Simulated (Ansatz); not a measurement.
# CuAgI2: complex band structure, part 2 of 3

A new crystal, CuAgI2: structure, gap and complex bands. It is built by putting Cu for part of the Ag in the AgI structure of space group P6_3mc, with the volume rescaled by atomic radii. The parent structure comes from the Materials Project.

Ansatz 0.2.0; PBEsol DFT, plane waves, PAW files (the session's first sound run).

So far, gap on the k-mesh (eV): step 3 (the bulk crystal and its band edges) 1.02.

The structure was built from a prototype and need not be the compound's stable phase.

## Step 4: Decaying states in the gap, plane (001), k-mesh 6×6×4

This step: PBEsol DFT, plane waves, PAW files; complex bands by layer matching along the plane's normal (Ansatz 0.2.0).

The same crystal is laid in a cell whose first two vectors span the (001) plane (indices of the standard conventional cell, whose axes can be ordered otherwise than in the bulk input). At fixed energy and wavevector in the plane the solver finds all kz, real and complex. A few wavevectors are listed, (0, 0) and (0.5, 0) in units of the plane's reciprocal vectors; the slowest state needn't be among them.

File input.yaml:

```yaml
crystal:
  lattice:
    - [4.322145231, 0.0, 0.0]
    - [2.161072615, 3.743087569, 0.0]
    - [0.0, 0.0, 7.305183103]
  atoms:
    - { symbol: Ag, position: [0.6666666667, 0.6666666667, 0.0175870599] }
    - { symbol: Cu, position: [0.3333333333, 0.3333333333, 0.4977440022] }
    - { symbol: I, position: [0.6666666667, 0.6666666667, 0.3932101291] }
    - { symbol: I, position: [0.3333333333, 0.3333333333, 0.8512588089] }
kpoints:
  mp_grid: { grid: [6, 6, 4] }
scf:
  occupations: { method: fixed }
hamiltonian:
  xc: pbesol
output:
  eigenvalues: true
  transmission:
    leads: [[0, 0]]
    kpoints: [[0.0, 0.0], [0.5, 0.0]]
    e_range: [-1.0, 2.02]
    de: 0.06
```

Command:

```
$ ansatz run input.yaml --threads 2 --pin off --max-ram 4096MiB --backend cpu --events-out ev --progress --plain --runs-dir out
```

Numbers of over 12 decimals in the logs are rounded to 6 here.

Output:

```text
[...]
Crystal: 4 atoms, lattice volume = 118.184 Å³
Basis set: ecut = 420 eV, 2299 PW (Γ)
Bands: 44, of which v1, the nominal top of the filled ones, is band 36 counted from 1 (35 counted from 0)
Symmetry: 6 space group operations
[...]
k-points: 24 of 144 (time reversal used)
[...]
SCF iter   1: F=—  HF=-28976.141683 eV  |F-HF|=—  |Δ(HF+E_count)|=         —  Δρ=6.25e-3  dr2=3.35e-2  ethr=1.77e-3  ⟨swp⟩=5.1  Hψ=3596  notcnv=0  defer=137
[...]
SCF iter   9: F=-28976.132778 eV  HF=-28976.132778 eV  |F-HF|=7.06e-9  |Δ(HF+E_count)|=   5.19e-8  Δρ=4.37e-6  dr2=1.84e-8  ethr=1.39e-10  ⟨swp⟩=12.2  Hψ=4598  notcnv=0
SCF 1 converged in 9 iterations: F = -28976.132778 eV  dr2 = 1.84e-8
[...]
transmission: 10 of 20 steps passed
transmission: 20 of 20 steps passed
SCF converged after 9 iterations
Free energy (F): -28976.132778 eV
[...]
Internal energy: -28976.132778 eV  (E = F + TS)
E sigma→0 (E₀):  -28976.132778 eV
Fermi energy:    8.097632 eV
[...]
--- Band table (eV; the first three rows and the last of 24) ---
  k-point 0: bands = [... 32 lower, 7.2477, 7.9587, 8.0976, 8.0976, 9.1213, 10.4776, 13.1945, 13.2142, ... 4 higher]
  k-point 1: bands = [... 32 lower, 7.3265, 7.3585, 7.9911, 7.9911, 9.8411, 10.5664, 12.8804, 13.2831, ... 4 higher]
  k-point 2: bands = [... 32 lower, 7.4430, 7.4430, 7.8474, 7.8474, 10.2134, 10.8607, 12.6660, 13.3823, ... 4 higher]
  k-point 23: bands = [... 32 lower, 6.4112, 6.6603, 6.8451, 7.0931, 11.3446, 11.5952, 12.8493, 13.4310, ... 4 higher]
--- Transmission ---
  basis      : 151 plane waves across, 10 finite elements along
  points     : 2, as listed
  energies   : 51 from -1.000000 to 2.000000 eV about the Fermi level, 0.060000 eV apart; the leads are filled to 0.511826 eV, and channels, transmission and decay are at 0.500000 eV
  crystal 0  : I2Cu1Ag1, at the sites [0, 0], period 7.3052 Å: whole cells are its period
    offset         : up to 0.0000 Å between an atom of the period and one for which it stands
    channels       : 0.000000e0 a spin
    conductance    : none, the energies end too early or step too widely for 300 K: set another output.transmission.e_range or a lower de, or, where they end at an eighth of basis.ecutwfc, a higher one
    slowest decay  : 0.1023 /Å at (0.0000, 0.0000)
```

Elapsed: 21 s, on 2 threads of Intel Xeon Platinum 8488C (Sapphire Rapids), shared host; peak memory 0.57 GiB; 30 s of CPU time.

Numbers from this step:

- level to which the leads are filled: 0.5118 eV from the Fermi level
- decay constant at the filling level, zone centre: 0.1023 Å⁻¹
- decay constant at the filling level, slowest listed point: 0.1023 Å⁻¹

K parallel (0, 0); values up to 1.5 1/Å, a degenerate pair printed once or twice; energies at which all values exceed this have no row. Im kz of the slowest decaying states against energy, zero at the highest filled level on the SCF mesh:

```csv
energy (eV),decay 1 (Å⁻¹),decay 2 (Å⁻¹),decay 3 (Å⁻¹),decay 4 (Å⁻¹)
-1.00,0.274,0.769,1.02,1.12
-0.88,0.126,0.818,1.06,1.06
-0.70,0.938,1.14,-,-
-0.52,0.136,0.935,1.21,-
-0.40,0.137,0.932,1.27,-
-0.28,0.0742,0.929,1.35,-
-0.10,0.0389,0.925,-,-
0.02,0.0733,0.0872,0.869,0.974
0.08,0.0829,0.170,0.836,1.00
0.20,0.0953,0.258,0.794,1.04
0.32,0.102,0.315,0.765,1.06
0.50,0.102,0.376,0.732,1.08
0.68,0.0930,0.421,0.705,1.09
0.80,0.0801,0.445,0.690,1.10
0.92,0.0577,0.466,0.676,1.10
1.10,0.493,0.658,1.11,1.32
1.28,0.515,0.643,1.11,1.35
1.40,0.528,0.634,1.11,1.38
1.52,0.539,0.627,1.10,1.44
1.70,0.554,0.623,1.10,1.39
1.88,0.567,0.635,1.08,1.28
2.00,0.575,0.678,1.04,1.22
```

K parallel (0, 0). Table of Re kz of states that move upwards by energy, zero at the highest filled level on the SCF mesh:

```csv
energy (eV),channel 1 (Å⁻¹),channel 2 (Å⁻¹),channel 3 (Å⁻¹)
-1.00,-0.308,-,-
-0.88,-0.261,-,-
-0.70,-0.203,0.316,0.316
-0.58,-0.169,-,-
-0.40,-0.118,-,-
-0.28,-0.0816,-,-
-0.16,-0.275,-0.275,-0.0296
0.02,-,-,-
0.14,-,-,-
0.26,-,-,-
0.44,-,-,-
0.56,-,-,-
0.74,-,-,-
0.86,-,-,-
0.98,-,-,-
1.16,0.0735,-,-
1.28,0.106,-,-
1.40,0.134,-,-
1.58,0.176,-,-
1.70,0.204,-,-
1.88,0.254,-,-
2.00,0.300,-,-
```

K parallel (0.5, 0); values up to 1.5 1/Å, a degenerate pair printed once or twice; energies at which all values exceed this have no row. Table of Im kz of the slowest decaying states by energy, zero at the highest filled level on the SCF mesh:

```csv
energy (eV),decay 1 (Å⁻¹),decay 2 (Å⁻¹),decay 3 (Å⁻¹),decay 4 (Å⁻¹)
-1.00,0.0681,0.857,1.01,1.35
-0.88,0.171,0.878,1.03,1.39
-0.76,0.217,0.891,1.04,1.40
-0.64,0.130,0.241,0.898,1.05
-0.52,0.214,0.257,0.903,1.07
-0.40,0.266,0.269,0.906,1.08
-0.28,0.277,0.304,0.907,1.10
-0.16,0.283,0.334,0.909,1.11
-0.04,0.287,0.359,0.910,1.12
0.02,0.289,0.370,0.911,1.13
0.08,0.290,0.380,0.912,1.13
0.20,0.291,0.397,0.914,1.14
0.32,0.292,0.412,0.918,1.15
0.44,0.291,0.425,0.923,1.16
0.56,0.289,0.436,0.931,1.17
0.68,0.286,0.445,0.942,1.18
0.80,0.283,0.453,0.958,1.18
0.92,0.278,0.460,0.984,1.19
1.04,0.273,0.466,1.03,1.19
1.16,0.266,0.470,1.13,1.17
1.28,0.258,0.474,1.23,1.26
1.40,0.249,0.477,1.03,1.23
1.52,0.239,0.479,0.928,1.23
1.64,0.227,0.481,0.856,1.23
1.76,0.213,0.481,0.797,1.23
1.88,0.196,0.481,0.745,1.23
2.00,0.176,0.481,0.697,1.24
```

At the listed wavevectors the last open channel is at -0.04 eV and the next at +1.04 eV on the grid. At +0.50 eV, the grid energy nearest the filling level (the middle of the gap on the SCF mesh), the slowest state at the listed wavevectors decays with κ = 0.102 Å⁻¹, its amplitude falling by e over 9.8 Å. Through 1 nm of this crystal that state's transmission falls by exp(−2 × 0.102 Å⁻¹ × 10 Å) = 0.13.

## Step 5: Decay over the two-dimensional zone

The listed points could miss the slowest state, so one energy near mid-gap is solved on a mesh of 12×12.

input.yaml, as its differences from that of step 4:

```diff
@@ -18,6 +18,2 @@
   eigenvalues: true
-  transmission:
-    leads: [[0, 0]]
-    kpoints: [[0.0, 0.0], [0.5, 0.0]]
-    e_range: [-1.0, 2.02]
-    de: 0.06
+  transmission: { leads: [[0, 0]], kmesh: [12, 12], e_range: [0.51, 0.52], de: 0.05 }
```

Output:

```text
[...]
Crystal: 4 atoms, lattice volume = 118.184 Å³
Basis set: ecut = 420 eV, 2299 PW (Γ)
Bands: 44, of which v1, the nominal top of the filled ones, is band 36 counted from 1 (35 counted from 0)
Symmetry: 6 space group operations
[...]
k-points: 24 of 144 (time reversal used)
[...]
SCF iter   1: F=—  HF=-28976.141683 eV  |F-HF|=—  |Δ(HF+E_count)|=         —  Δρ=6.25e-3  dr2=3.35e-2  ethr=1.77e-3  ⟨swp⟩=5.1  Hψ=3596  notcnv=0  defer=137
[...]
SCF iter   9: F=-28976.132778 eV  HF=-28976.132778 eV  |F-HF|=7.06e-9  |Δ(HF+E_count)|=   5.19e-8  Δρ=4.37e-6  dr2=1.84e-8  ethr=1.39e-10  ⟨swp⟩=12.2  Hψ=4598  notcnv=0
SCF 1 converged in 9 iterations: F = -28976.132778 eV  dr2 = 1.84e-8
[...]
transmission: 36 of 171 steps passed
transmission: 72 of 171 steps passed
[...]
transmission: 171 of 171 steps passed
SCF converged after 9 iterations
Free energy (F): -28976.132778 eV
[...]
Internal energy: -28976.132778 eV  (E = F + TS)
E sigma→0 (E₀):  -28976.132778 eV
Fermi energy:    8.097632 eV
[...]
--- Band table (eV; the first three rows and the last of 24) ---
  k-point 0: bands = [... 32 lower, 7.2477, 7.9587, 8.0976, 8.0976, 9.1213, 10.4776, 13.1945, 13.2142, ... 4 higher]
  k-point 1: bands = [... 32 lower, 7.3265, 7.3585, 7.9911, 7.9911, 9.8411, 10.5664, 12.8804, 13.2831, ... 4 higher]
  k-point 2: bands = [... 32 lower, 7.4430, 7.4430, 7.8474, 7.8474, 10.2134, 10.8607, 12.6660, 13.3823, ... 4 higher]
  k-point 23: bands = [... 32 lower, 6.4112, 6.6603, 6.8451, 7.0931, 11.3446, 11.5952, 12.8493, 13.4310, ... 4 higher]
--- Transmission ---
  basis      : 151 plane waves across, 9 finite elements along
  points     : 19, standing for a mesh of 12 x 12
  energies   : 1 from 0.510000 to 0.510000 eV about the Fermi level; the leads are filled to 0.511826 eV, and channels, transmission and decay are at 0.510000 eV
  crystal 0  : I2Cu1Ag1, at the sites [0, 0], period 7.3052 Å: whole cells are its period
[...]
channels       : 0.000000e0 a spin
    conductance    : none, crystal 0 has no channel at the energies, or these end too early or step too widely for 300 K: set another output.transmission.e_range or a lower de, or, where they end at an eighth of basis.ecutwfc, a higher one
    slowest decay  : 0.1020 /Å at (0.0000, 0.0000)
```

Elapsed: 13 s, on 2 threads; peak memory 0.64 GiB.

This step gave:

- least decay constant on the mesh: 0.102 Å⁻¹

Slowest decay constant (1/Å; 0 where a channel is open) over k1 and k2. At 0.5100 eV from the Fermi level.

Ten even steps from '0' (0.102) to '9' (0.318):
```
899998889988
999998889888
999998888889
999998757899
888885225888
888872027888
888852258888
999875789999
998888889999
988898889999
888998889999
889998889998
```
Columns: k1 (b1) from -0.5 to 0.417; rows upwards: k2 (b2) from -0.5 to 0.417.

The least value on the mesh is 0.102 Å⁻¹ at +0.51 eV. At that energy the listed points give about 0.102 Å⁻¹ by interpolation, so the mesh holds no clearly slower state.

## Step 6: Complex bands, plane (100), k-mesh 6×4×6

The same for the (100) plane, at (0, 0) and (0.5, 0), to see how the decay depends on direction.

File input.yaml:

```yaml
crystal:
  lattice:
    - [4.322145231, 0.0, 0.0]
    - [0.0, 7.305183103, 0.0]
    - [2.161072615, 0.0, 3.743087569]
  atoms:
    - { symbol: Ag, position: [0.3333333333, 0.0175870599, 0.3333333333] }
    - { symbol: Cu, position: [0.6666666667, 0.4977440022, 0.6666666667] }
    - { symbol: I, position: [0.3333333333, 0.3932101291, 0.3333333333] }
    - { symbol: I, position: [0.6666666667, 0.8512588089, 0.6666666667] }
kpoints:
  mp_grid: { grid: [6, 4, 6] }
scf:
  occupations: { method: fixed }
hamiltonian:
  xc: pbesol
output:
  eigenvalues: true
  transmission:
    leads: [[0, 0]]
    kpoints: [[0.0, 0.0], [0.5, 0.0]]
    e_range: [-1.0, 2.02]
    de: 0.05
```

Output:

```text
[...]
Crystal: 4 atoms, lattice volume = 118.184 Å³
Basis set: ecut = 420 eV, 2299 PW (Γ)
Bands: 44, of which v1, the nominal top of the filled ones, is band 36 counted from 1 (35 counted from 0)
Symmetry: 6 space group operations
[...]
k-points: 24 of 144 (time reversal used)
[...]
SCF iter   1: F=—  HF=-28976.141688 eV  |F-HF|=—  |Δ(HF+E_count)|=         —  Δρ=6.25e-3  dr2=3.35e-2  ethr=1.77e-3  ⟨swp⟩=5.1  Hψ=3597  notcnv=0  defer=137
[...]
SCF iter   9: F=-28976.132778 eV  HF=-28976.132778 eV  |F-HF|=7.14e-9  |Δ(HF+E_count)|=   5.18e-8  Δρ=4.37e-6  dr2=1.84e-8  ethr=1.39e-10  ⟨swp⟩=12.2  Hψ=4655  notcnv=0
SCF 1 converged in 9 iterations: F = -28976.132778 eV  dr2 = 1.84e-8
[...]
transmission: 5 of 10 steps passed
transmission: 10 of 10 steps passed
SCF converged after 9 iterations
Free energy (F): -28976.132778 eV
[...]
Internal energy: -28976.132778 eV  (E = F + TS)
E sigma→0 (E₀):  -28976.132778 eV
Fermi energy:    8.097632 eV
[...]
--- Band table (eV; the first three rows and the last of 24) ---
  k-point 0: bands = [... 32 lower, 7.2477, 7.9587, 8.0976, 8.0976, 9.1213, 10.4776, 13.1945, 13.2142, ... 4 higher]
  k-point 1: bands = [... 32 lower, 7.0015, 7.3338, 7.8283, 7.9190, 10.0841, 11.1962, 12.6951, 13.5634, ... 4 higher]
  k-point 2: bands = [... 32 lower, 6.6023, 6.6818, 7.3643, 7.5699, 10.8624, 11.2274, 12.5519, 13.4098, ... 4 higher]
  k-point 23: bands = [... 32 lower, 6.4112, 6.6603, 6.8451, 7.0931, 11.3446, 11.5952, 12.8493, 13.4310, ... 4 higher]
--- Transmission ---
  basis      : 283 plane waves across, 5 finite elements along
  points     : 2, as listed
[...]
crystal 0  : Ag1I2Cu1, at the sites [0, 0], period 3.7431 Å: whole cells are its period
[...]
channels       : 0.000000e0 a spin
[...]
slowest decay  : 0.1013 /Å at (0.0000, 0.0000)
```

It took 45 s on 2 threads; peak memory 1 GiB.

Numbers from this step:

```
decay constant at the filling level, zone centre          : 0.1013 Å⁻¹
decay constant at the filling level, slowest listed point : 0.1013 Å⁻¹
```

K parallel (0, 0); values up to 1.5 1/Å, a degenerate pair printed once or twice; energies at which all values exceed this have no row. The Im kz of the slowest decaying states by energy, zero at the highest filled level on the SCF mesh:

```csv
energy (eV),decay 1 (Å⁻¹),decay 2 (Å⁻¹),decay 3 (Å⁻¹),decay 4 (Å⁻¹)
-1.00,0.320,0.659,0.902,1.07
-0.90,0.267,0.669,0.910,1.11
-0.75,0.0883,0.136,0.159,0.682
-0.65,0.120,0.219,0.689,0.926
-0.50,0.150,0.277,0.696,0.935
-0.40,0.162,0.306,0.698,0.939
-0.30,0.168,0.330,0.699,0.943
-0.15,0.133,0.358,0.696,0.948
-0.05,0.187,0.372,0.691,0.949
0.00,0.00123,0.00351,0.218,0.379
0.10,0.0623,0.194,0.266,0.389
0.20,0.0824,0.270,0.310,0.397
0.30,0.0936,0.272,0.327,0.400
0.45,0.101,0.261,0.398,0.576
0.55,0.101,0.258,0.416,0.599
0.70,0.0932,0.253,0.438,0.624
0.80,0.0825,0.250,0.450,0.634
0.90,0.0649,0.247,0.461,0.639
1.05,0.241,0.474,0.641,0.724
1.15,0.236,0.481,0.640,0.711
1.30,0.227,0.490,0.634,0.693
1.40,0.220,0.495,0.629,0.682
1.50,0.212,0.498,0.622,0.670
1.65,0.198,0.503,0.610,0.653
1.75,0.187,0.505,0.601,0.642
1.90,0.168,0.507,0.585,0.625
2.00,0.152,0.508,0.572,0.614
```

K parallel (0, 0). Table of Re kz of states that move upwards by energy, zero at the highest filled level on the SCF mesh:

```csv
energy (eV),channel 1 (Å⁻¹),channel 2 (Å⁻¹),channel 3 (Å⁻¹),channel 4 (Å⁻¹)
-1.000,-0.760,-0.364,-0.211,-0.118
-0.800,-0.598,-0.292,-,-
-0.600,-0.630,-0.487,-0.227,-
-0.400,-0.455,-0.374,-0.167,-
-0.200,-0.298,-0.208,-0.106,-
0.000,-,-,-,-
0.200,-,-,-,-
0.400,-,-,-,-
0.600,-,-,-,-
0.800,-,-,-,-
1.000,-,-,-,-
1.200,0.0894,-,-,-
1.400,0.142,-,-,-
1.600,0.189,-,-,-
1.800,0.235,-,-,-
2.000,0.283,-,-,-
```

K parallel (0.5, 0); values up to 1.5 1/Å, a degenerate pair printed once or twice; energies at which all values exceed this have no row. Im kz of the slowest decaying states against energy, zero at the highest filled level on the SCF mesh:

```csv
energy (eV),decay 1 (Å⁻¹),decay 2 (Å⁻¹),decay 3 (Å⁻¹),decay 4 (Å⁻¹)
-1.000,0.0589,0.155,0.792,1.08
-0.800,0.305,0.497,1.09,1.15
-0.600,0.143,0.333,0.482,1.13
-0.400,0.217,0.344,0.487,1.15
-0.200,0.253,0.348,0.494,1.15
0.000,0.275,0.349,0.500,1.15
0.200,0.288,0.347,0.503,1.14
0.400,0.296,0.343,0.504,1.13
0.600,0.300,0.338,0.503,1.11
0.800,0.300,0.332,0.501,1.10
1.000,0.296,0.325,0.497,1.08
1.200,0.288,0.317,0.491,1.07
1.400,0.278,0.307,0.483,1.05
1.600,0.264,0.296,0.474,1.03
1.800,0.247,0.283,0.463,1.00
2.000,0.227,0.268,0.451,0.978
```

At the listed wavevectors the last open channel is at -0.05 eV and the next at +1.05 eV on the grid. At +0.50 eV, the grid energy nearest the filling level (the middle of the gap on the SCF mesh), the slowest state at the listed wavevectors decays with κ = 0.101 Å⁻¹, its amplitude falling by e over 9.9 Å; the first such run, plane (001), gave 0.102 Å⁻¹.

## Step 7: Band edges at another level

This step: LDA DFT, plane waves, PAW files (Ansatz 0.2.0).

The edges again with LDA, at the same atoms.

File input.yaml:

```yaml
crystal:
  lattice:
    - [4.3221452307, 0.0, 0.0]
    - [-2.1610726153, 3.7430875687, 0.0]
    - [0.0, 0.0, 7.3051831033]
  atoms:
    - { symbol: Ag, position: [0.3333333333, 0.6666666667, 0.0175870599] }
    - { symbol: Cu, position: [0.6666666667, 0.3333333333, 0.4977440022] }
    - { symbol: I, position: [0.3333333333, 0.6666666667, 0.3932101291] }
    - { symbol: I, position: [0.6666666667, 0.3333333333, 0.8512588089] }
kpoints:
  mp_grid: { grid: [6, 6, 4] }
  band_path: { path: [VBM, CBM], npoints: 30 }
scf:
  occupations: { method: fixed }
hamiltonian:
  xc: lda
output:
  eigenvalues: true
```

Output:

```text
[...]
Crystal: 4 atoms, lattice volume = 118.184 Å³
Basis set: ecut = 420 eV, 2299 PW (Γ)
Bands: 44, of which v1, the nominal top of the filled ones, is band 36 counted from 1 (35 counted from 0)
Symmetry: 6 space group operations
[...]
k-points: 24 of 144 (time reversal used)
[...]
SCF iter   1: F=—  HF=-28726.016841 eV  |F-HF|=—  |Δ(HF+E_count)|=         —  Δρ=8.85e-3  dr2=5.30e-2  ethr=1.77e-3  ⟨swp⟩=5.1  Hψ=3598  notcnv=0  defer=137
[...]
SCF iter   8: F=-28726.002011 eV  HF=-28726.002011 eV  |F-HF|=8.43e-8  |Δ(HF+E_count)|=   2.32e-7  Δρ=9.95e-6  dr2=9.84e-8  ethr=1.39e-10  ⟨swp⟩=12.0  Hψ=4647  notcnv=0
SCF 1 converged in 8 iterations: F = -28726.002011 eV  dr2 = 9.84e-8
[...]
SCF converged after 8 iterations
Free energy (F): -28726.002011 eV
[...]
Internal energy: -28726.002011 eV  (E = F + TS)
E sigma→0 (E₀):  -28726.002011 eV
Fermi energy:    7.877084 eV
[...]
--- Band table (eV; the first three rows and the last of 24) ---
  k-point 0: bands = [... 32 lower, 7.0360, 7.7322, 7.8771, 7.8771, 8.8099, 10.2111, 12.9813, 13.0120, ... 4 higher]
  k-point 1: bands = [... 32 lower, 7.1186, 7.1186, 7.7672, 7.7672, 9.5525, 10.2933, 12.6536, 13.0838, ... 4 higher]
  k-point 2: bands = [... 32 lower, 7.2447, 7.2447, 7.6143, 7.6143, 9.9396, 10.5727, 12.4188, 13.1879, ... 4 higher]
  k-point 23: bands = [... 32 lower, 6.1413, 6.4008, 6.5977, 6.8561, 11.0803, 11.3549, 12.6061, 13.2089, ... 4 higher]
```

Elapsed: 21 s, on 2 threads; peak memory 0.46 GiB.

Numbers from this step:

* free energy: -28726.0020 eV
* Fermi energy: 7.877 eV
* gap on the k-mesh: 0.9328 eV
* gap on path: 0.9328 eV, by band count; negative where bands overlap
* direct gap on path: 0.9328 eV

Levels at VBM (eV): -5.30, -4.57, -4.57, -4.57, -3.86, -3.86, -3.40, -3.40, -2.47, -1.92, -1.92, -0.84, -0.84, -0.14, 0.00, 0.00, 0.93, 2.33, 5.10, 5.13, 5.13, 6.53, 6.53, 7.43.

The searched edges give 0.933 eV, as on the mesh.

For the gap on the k-mesh, step 3 gave 1.02 eV; this run, with LDA, gives 0.933 eV.

(Continued in part 3 of 3.)

[Logs are printed without paths, hosts, clocks, repeated set-up lines and the standing remarks that a program may print on its own settings, such as how far it seeks lower states.]

[Hosts, paths, dates, database ids (printed as entryN), source tags and the programs' standing remarks are cut or masked in the printed files.]

[New means built here by substitution; the compound itself may be known and measured.]
